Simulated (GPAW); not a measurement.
# Magnetic state of NiO from several starts

Aim: find out whether NiO carries moments, and which collinear order costs least.

Calculated with GPAW 26.7.0; PBE with U = 6 eV on Ni d; plane waves with GPAW's PAW setups, scalar-relativistic.

This is a report of a sequence of runs, with most program output left out.

### Step 1. Set-up

The structure is cubic, space group Fm-3m (No. 225). The conventional cell has a = 4.172 Å, b = 4.172 Å, c = 4.172 Å, α = 90.00°, β = 90.00°, γ = 90.00°. Nearest to Ni lie 6 O at 2.09 Å. Nearest to O lie 6 Ni at 2.09 Å. Farther neighbours and most contacts between anions are not listed.

Structure file:

```
Ni O
1.0
     0.00000    2.08590    2.08590
     2.08590    0.00000    2.08590
     2.08590    2.08590    0.00000
Ni O
1 1
Cartesian
  0.0000 0.0000 0.0000
  2.0859 2.0859 2.0859
```

### Step 2. Start 1: ferro +

Parallel moments need no larger cell; this start tests for a ferromagnetic state only. A Hubbard term is added for the open shell, as is usual where its electrons are localised.

File order1.py:

```python
import json
import numpy as np
from ase import Atoms
from ase.parallel import paropen, parprint
from gpaw import GPAW

atoms = Atoms(['Ni', 'O'],
    cell=[[0.0, 2.08590164, 2.08590164],
         [2.08590164, 0.0, 2.08590164],
         [2.08590164, 2.08590164, 0.0]],
    scaled_positions=[[0.0, 0.0, 0.0],
         [0.5, 0.5, 0.5]],
    pbc=True,
    magmoms=[2.0, 0.0])
atoms.calc = GPAW(mode={'name': 'pw', 'ecut': 700},
    xc='PBE',
    kpts={'size': (12, 12, 12), 'gamma': True},
    occupations={'name': 'fermi-dirac', 'width': 0.1},
    convergence={'density': 1e-05, 'energy': 1e-05},
    maxiter=200,
    setups={'Ni': ':d,6.0'},
    txt='order1.txt')
e = atoms.get_potential_energy(force_consistent=True)
res = {'free_energy': e, 'energy_sigma0': atoms.get_potential_energy(), 'fermi_energy': atoms.calc.get_fermi_level()}
res['moments'] = atoms.get_magnetic_moments().tolist()
res['total'] = atoms.get_magnetic_moment()
parprint('site moments (muB):', np.round(res['moments'], 3))
parprint(f"total moment: {res['total']:.3f} muB")
parprint(f'free energy: {e:.6f} eV')
atoms.calc.write('order1.gpw')
with paropen('results.json', 'w') as f:
    json.dump(res, f)
```

On the command line:

```bash
$ OMP_NUM_THREADS=1 mpirun -n 2 gpaw python order1.py > order1.log
```

It took 16 s on 2 MPI ranks of AMD EPYC 9R45, shared host; peak memory 0.38 GiB; 31 s of CPU time.

This step gave:

| Item | Value |
| --- | --- |
| magnetization | 2 μB |
| final state | ferromagnetic |
| largest moment | 1.808 μB |

After 12 cycles the largest moment stands at 1.81 μB.

### Step 3. Start 2: antiferro q=(0,1/2,1/2) +-

An opposed order shows whether the pairs that it reverses prefer unlike signs.

The cell is doubled to 4 atoms to hold this order. Its mesh is chosen so that both cells sample the same points.

File order2.py:

```python
import json
import numpy as np
from ase import Atoms
from ase.parallel import paropen, parprint
from gpaw import GPAW

atoms = Atoms(['Ni', 'Ni', 'O', 'O'],
    cell=[[0.0, 2.08590164, 2.08590164],
         [4.17180328, 0.0, 4.17180328],
         [4.17180328, 2.08590164, 2.08590164]],
    scaled_positions=[[0.0, 0.0, 0.0],
         [0.0, 0.5, 0.0],
         [0.5, 0.0, 0.5],
         [0.5, 0.5, 0.5]],
    pbc=True,
    magmoms=[2.0, -2.0, 0.0, 0.0])
atoms.calc = GPAW(mode={'name': 'pw', 'ecut': 700},
    xc='PBE',
    kpts={'size': (12, 6, 12), 'gamma': True},
    occupations={'name': 'fermi-dirac', 'width': 0.1},
    convergence={'density': 1e-05, 'energy': 1e-05},
    maxiter=200,
    setups={'Ni': ':d,6.0'},
    txt='order2.txt')
e = atoms.get_potential_energy(force_consistent=True)
res = {'free_energy': e, 'energy_sigma0': atoms.get_potential_energy(), 'fermi_energy': atoms.calc.get_fermi_level()}
res['moments'] = atoms.get_magnetic_moments().tolist()
res['total'] = atoms.get_magnetic_moment()
parprint('site moments (muB):', np.round(res['moments'], 3))
parprint(f"total moment: {res['total']:.3f} muB")
parprint(f'free energy: {e:.6f} eV')
atoms.calc.write('order2.gpw')
with paropen('results.json', 'w') as f:
    json.dump(res, f)
```

On the command line:

```bash
$ OMP_NUM_THREADS=1 mpirun -n 2 gpaw python order2.py > order2.log
```

Elapsed: 5.4 min, on 2 MPI ranks; peak memory 1.1 GiB; 11 min of CPU time.

The program warns that the cell vectors are strongly skewed. A reduced cell would be the safer input.

Spin moment in the augmentation sphere by atom:

```
atom  spin moment in the augmentation sphere (μB)
 Ni1                                         1.82
 Ni2                                        -1.82
  O3                                        -0.05
  O4                                         0.05
```

This step gave:

```
magnetization : 0 μB
final state   : antiferromagnetic
```

It lies 7.14 meV a seeded atom over the first start, and its largest moment is 1.82 μB against 1.81 μB.

### Step 4. Order 3, typed as antiferro q=(0,0,1/2) +-

Reversing part of the moments tests the sign of the couplings between them.

The cell is doubled to 4 atoms to hold this order. Its mesh is chosen so that both cells sample the same points.

order3.py is the script of step 3 with these lines changed:

```diff
@@ -8,8 +8,8 @@
     cell=[[0.0, 2.08590164, 2.08590164],
-         [4.17180328, 0.0, 4.17180328],
-         [4.17180328, 2.08590164, 2.08590164]],
+         [2.08590164, 0.0, 2.08590164],
+         [4.17180328, 4.17180328, 0.0]],
     scaled_positions=[[0.0, 0.0, 0.0],
-         [0.0, 0.5, 0.0],
-         [0.5, 0.0, 0.5],
-         [0.5, 0.5, 0.5]],
+         [0.0, 0.0, 0.5],
+         [0.5, 0.5, 0.25],
+         [0.5, 0.5, 0.75]],
     pbc=True,
@@ -18,3 +18,3 @@
     xc='PBE',
-    kpts={'size': (12, 6, 12), 'gamma': True},
+    kpts={'size': (12, 12, 6), 'gamma': True},
     occupations={'name': 'fermi-dirac', 'width': 0.1},
@@ -23,3 +23,3 @@
     setups={'Ni': ':d,6.0'},
-    txt='order2.txt')
+    txt='order3.txt')
 e = atoms.get_potential_energy(force_consistent=True)
@@ -31,3 +31,3 @@
 parprint(f'free energy: {e:.6f} eV')
-atoms.calc.write('order2.gpw')
+atoms.calc.write('order3.gpw')
 with paropen('results.json', 'w') as f:
```

On the command line:

```bash
$ OMP_NUM_THREADS=1 mpirun -n 2 gpaw python order3.py > order3.log
```

Wall time 2.5 min (2 MPI ranks); peak memory 0.84 GiB.

Spin moment in the augmentation sphere by atom:

```
atom  spin moment in the augmentation sphere (μB)
 Ni1                                         1.75
 Ni2                                        -1.75
  O3                                         0.00
  O4                                         0.00
```

Read from the output:

```yaml
magnetization: 0 μB
final_state: antiferromagnetic
```

It lies 80.2 meV a seeded atom under the first start, and its largest moment is 1.75 μB against 1.81 μB.

### Step 5. Run 4 (no spin polarisation)

A run without seeds gives the energy of the state without moments.

File nospin.py:

```python
import json
import numpy as np
from ase import Atoms
from ase.parallel import paropen, parprint
from gpaw import GPAW

atoms = Atoms(['Ni', 'O'],
    cell=[[0.0, 2.08590164, 2.08590164],
         [2.08590164, 0.0, 2.08590164],
         [2.08590164, 2.08590164, 0.0]],
    scaled_positions=[[0.0, 0.0, 0.0],
         [0.5, 0.5, 0.5]],
    pbc=True)
atoms.calc = GPAW(mode={'name': 'pw', 'ecut': 700},
    xc='PBE',
    kpts={'size': (12, 12, 12), 'gamma': True},
    occupations={'name': 'fermi-dirac', 'width': 0.1},
    convergence={'density': 1e-05, 'energy': 1e-05},
    maxiter=200,
    setups={'Ni': ':d,6.0'},
    txt='nospin.txt')
e = atoms.get_potential_energy(force_consistent=True)
res = {'free_energy': e, 'energy_sigma0': atoms.get_potential_energy(), 'fermi_energy': atoms.calc.get_fermi_level()}
parprint(f'free energy: {e:.6f} eV')
atoms.calc.write('nospin.gpw')
with paropen('results.json', 'w') as f:
    json.dump(res, f)
```

On the command line:

```bash
$ OMP_NUM_THREADS=1 mpirun -n 2 gpaw python nospin.py > nospin.log
```

Wall time 9.5 s (2 MPI ranks); peak memory 0.36 GiB; 18 s of CPU time.

Numbers from this step:

| Quantity | Value |
| --- | --- |
| final state | non-magnetic (no spin polarisation) |

It lies 2383 meV a seeded atom over the first start.

### Step 6. Energies of the orders

These are free energies at a smearing of 0.1 eV, so its entropy term is in the differences. They are divided by the number of seeded atoms, so that cells of unlike size compare. Wavevectors q in the names are fractions of the reciprocal vectors of the first run's cell.

Orders:

```
                     start        final state  typed order kept  energy over the lowest (meV a seeded atom)  largest site moment (μB)  net moment (μB a primitive cell)  mesh matched  CPU time (s)
                   ferro +      ferromagnetic               yes                                        80.2                     1.808                                 2           yes         31.18
antiferro q=(0,1/2,1/2) +-  antiferromagnetic               yes                                       87.34                     1.818                                 0           yes         633.9
  antiferro q=(0,0,1/2) +-  antiferromagnetic               yes                                           0                     1.745                                 0           yes         296.6
      no spin polarisation       non-magnetic                 -                                        2463                         0                                 0           yes         18.22
```

### Step 7. What came out

```
lowest state found                      : antiferromagnetic (typed antiferro q=(0,0,1/2) +-)
largest site moment                     : 1.75 μB
next state                              : ferromagnetic, 80.2 meV a seeded atom higher
run without spin seeds, over the lowest : 2463 meV a seeded atom
```

In words: The lowest state found is antiferromagnetic, reached from the start antiferro q=(0,0,1/2) +-, with moments up to 1.75 μB. The next state costs 80 meV a seeded atom. Under a U a spinless open shell is left with part-filled orbitals, which the U penalises, so its energy is no clean measure of what the moments gain. Only 4 starts are shown; other collinear patterns, canted and longer-period orders are not.

[Logs and program files are shortened in this print: banners, set-up blocks, solver, clock and traceback lines can be left out without a mark of their own.]

[Logs are printed without paths, hosts, clocks, repeated set-up lines and the standing remarks that a program may print on its own settings, such as how far it seeks lower states.]

[Hosts, paths, dates, database ids (printed as entryN), source tags and the programs' standing remarks are cut or masked in the printed files.]

[Where a cell is said to come from a database of computed structures, the database is the Materials Project.]

[Lattice constants of own cells that a recipe calls measured were typed without a cited source.]
